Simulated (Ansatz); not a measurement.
# Si(111) with OH on 75 % of the top atoms and H on the rest: bands and core levels, part 3 of 3

What would XPS and angle-resolved spectra of Si(111) with OH on 75 % of the top atoms and H on the rest look like?

Ansatz 0.2.0; DFT, PBE, plane-wave PAW, default files, scalar-relativistic.

So far, gap on the k-mesh (eV): step 2 (relaxing the atoms) 0.996; step 3 (bands by layer) 0.996.

## 4. Core holes

XPS shifts tell sites apart. Each chosen atom gets a core hole in a self-consistent pass of its own.

input.yaml

```yaml
crystal:
  lattice:
    - [7.6791796437, 0.0, 0.0]
    - [3.8395898218, 6.6503646517, 0.0]
    - [0.0, 0.0, 24.6337769138]
  atoms:
    - { symbol: H, position: [0.0363586043, 0.0491265661, 0.7202690333] }
    - { symbol: H, position: [0.6014493172, 0.0117516971, 0.7171003917] }
    - { symbol: H, position: [0.0288881245, 0.5805425474, 0.7180109031] }
    - { symbol: O, position: [-0.0214680169, -0.0173113622, 0.6995130905] }
    - { symbol: O, position: [0.4984983222, -0.0073484817, 0.6998164646] }
    - { symbol: O_h, position: [-0.0082415722, 0.4920756957, 0.6995681249] }
    - { symbol: H, position: [0.4981311385, 0.4969518238, 0.6919512105] }
    - { symbol: Si_h, position: [-0.0043768189, -0.0039173304, 0.6311835095] }
    - { symbol: Si, position: [0.5002724484, -0.001537647, 0.6315422022] }
    - { symbol: Si, position: [-0.0006840562, 0.4977483483, 0.6313217331] }
    - { symbol: Si_h, position: [0.4986898163, 0.4987786784, 0.6309016265] }
    - { symbol: Si_h, position: [0.8326900165, 0.330953089, 0.6000104107] }
    - { symbol: Si, position: [0.3327614339, 0.3317294781, 0.5991890598] }
    - { symbol: Si, position: [0.8315755246, 0.8297185162, 0.5981845663] }
    - { symbol: Si, position: [0.3312883264, 0.8333177422, 0.6004774976] }
    - { symbol: Si, position: [0.8340132011, 0.3328472721, 0.5038249674] }
    - { symbol: Si, position: [0.333277008, 0.3332050117, 0.5033586539] }
    - { symbol: Si, position: [0.8335093329, 0.8329554659, 0.5025305175] }
    - { symbol: Si, position: [0.3328173172, 0.8342963218, 0.5041281395] }
    - { symbol: Si_h, position: [0.1667320378, 0.1666880574, 0.4710870778] }
    - { symbol: Si, position: [0.6666234756, 0.1671454322, 0.4710092332] }
    - { symbol: Si, position: [0.1675856841, 0.6665902148, 0.4710348105] }
    - { symbol: Si, position: [0.6660213333, 0.6662763532, 0.4711452071] }
    - { symbol: Si, position: [0.166666667, 0.166666667, 0.375247085] }
    - { symbol: Si, position: [0.666666667, 0.166666667, 0.375247085] }
    - { symbol: Si, position: [0.166666667, 0.666666667, 0.375247085] }
    - { symbol: Si, position: [0.666666667, 0.666666667, 0.375247085] }
    - { symbol: Si, position: [0.0, 0.0, 0.343430893] }
    - { symbol: Si, position: [0.5, 0.0, 0.343430893] }
    - { symbol: Si, position: [0.0, 0.5, 0.343430893] }
    - { symbol: Si, position: [0.5, 0.5, 0.343430893] }
    - { symbol: H, position: [0.0, 0.0, 0.284162677] }
    - { symbol: H, position: [0.5, 0.0, 0.284162677] }
    - { symbol: H, position: [0.0, 0.5, 0.284162677] }
    - { symbol: H, position: [0.5, 0.5, 0.284162677] }
kpoints:
  mp_grid: { grid: [3, 3, 1] }
scf:
  occupations: { method: fermi_dirac, width: 0.02 }
  n_extra_bands: 25
hamiltonian:
  xc: pbe
  pseudopotentials: { kind: paw }
output:
  forces: true
  write_potential: true
  volumetric_format: []
  core_levels:
    shells: { O_h: "1s", Si_h: "2p" }
    counted_from: conduction_bottom
    add_spin: false
efield:
  axis: 3
  dipole_correction: true
```

Command:

```
> ansatz run input.yaml --threads 4 --pin off --max-ram 11264MiB --backend cpu --events-out ev --progress --plain --runs-dir out
```

The job ended after 3.5 min (4 threads of Arm Neoverse V1, shared host; peak memory 2.5 GiB; 14 min of CPU time).

Each level is the free energy with the hole less that without it. The electron stays in the lowest empty state, so these are excitation energies, not binding energies. The hole's nearest image is 7.7 Å away, and the holes carry no spin, so absolute levels are rough.

```
atom     region  shell  level (eV)  shift (eV)     j lines (eV)  doubts
  O6  adsorbate     1s      531.75           -                -       -
 Si8    layer 1     2p      100.60       +0.68  101.01 / 100.40       -
Si11    layer 1     2p      100.06       +0.13   100.47 / 99.85       -
Si12    layer 2     2p       99.85       -0.07   100.26 / 99.65       -
Si20     middle     2p       99.92       +0.00   100.33 / 99.72       -
```

Levels of p, d and f shells are means over their two j lines, weighted by degeneracy; the splitting comes from the atom's own solve. Shifts count from the last listed atom of each element. With the electron kept in the cell, its attraction to the hole differs by site and enters these shifts.

The intensity has structure finer than the step of the table below, so its rows give means over 0.2 eV, whole bins alone (the curve runs from 98.1 to 103 eV). Peaks (eV: height): 99.74: 100, 100.38: 89.3, 101.02: 20.5.

The Si 2p lines of the listed atoms alone (other atoms of the cell aren't counted), as Gaussians 0.3 eV wide, no depth weighting. Intensity against Si 2p level; means over each step:

```
Si 2p level (eV)  intensity (%)
            99.0         5.8e-4
            99.2          0.234
            99.4           10.6
            99.6           68.1
            99.8           87.3
           100.0           33.7
           100.2           47.4
           100.4           81.8
           100.6           29.9
           100.8           7.76
           101.0           18.5
           101.2           7.73
           101.4          0.405
           101.6        0.00230
```

## 5. Summary of results

```yaml
ionisation_potential: 4.43 eV (upper face; lower face 4.55 eV)
electron_affinity_kohn_sham: 3.44 eV (slab's lowest empty level against the upper vacuum)
si_core_shifts_among_the_listed_atoms_from_the_last_listed_one: -0.07 to +0.68 eV
```

The valence top of Si(111) with OH on 75 % of the top atoms and H on the rest lies 4.43 eV (upper face; lower face 4.55 eV) below the vacuum and the lowest empty level 3.44 eV below the vacuum of the upper face. Only the strongest levels a point were stored, too few to count surface states. The upper face's value lies 0.12 eV below that of the hydrogen-covered lower face; the difference is the dipole step of the groups. Core shifts: Si -0.07 to +0.68 eV. Among the sites run, the most bound Si 2p level is that of Si8 (layer 1), bonded to 3 Si and 1 O; the least bound, 0.75 eV shallower, that of Si12 (layer 2), bonded to 4 Si. That is the order that electronegative neighbours give as a rule, though screening of the hole enters too. These are excitation energies with the electron kept in the cell, so its attraction to the hole, which differs by site, enters the order. At 21.2 eV the valence spectrum has its highest listed peaks within 10.8 eV at 1.7 eV (O 2p), 2.9 eV (O 2p), 4.1 eV (O 2p), 5.1 eV (O 2p) and 8.0 eV (O 2p). At 1486.7 eV the valence spectrum has its highest listed peaks within 13 eV at 1.7 eV (Si 3p), 4.0 eV (mixed, Si 3p leading), 6.5 eV (Si 3s), 8.0 eV (Si 3s) and 9.5 eV (Si 3s). The shell named is the one with most of the intensity, cross sections included, not always the one with most states there. In the main run, from 1486.7 eV towards hard X-rays the Si 3s share grows by 24 points, as its cross section falls more slowly with photon energy than those of the shells it gains on. The spectra rest on a 3×3×1 mesh, so closely spaced maxima can be ripples of the mesh. The slab's own atoms span 7.1 Å, so bulk bands appear as a few quantum-well levels, and states of the two faces can mix. The affinity uses the Kohn–Sham gap, which is too small, so the true affinity is lower and the true ionisation potential usually higher.

[Logs are printed without paths, hosts, clocks, repeated set-up lines and the standing remarks that a program may print on its own settings, such as how far it seeks lower states.]

[Hosts, paths, dates, database ids (printed as entryN), source tags and the programs' standing remarks are cut or masked in the printed files.]

[Maps of the electrostatic potential energy from Ansatz leave out the sawtooth potential of an applied field or a dipole correction, so their vacuum need not be flat; work functions include it.]
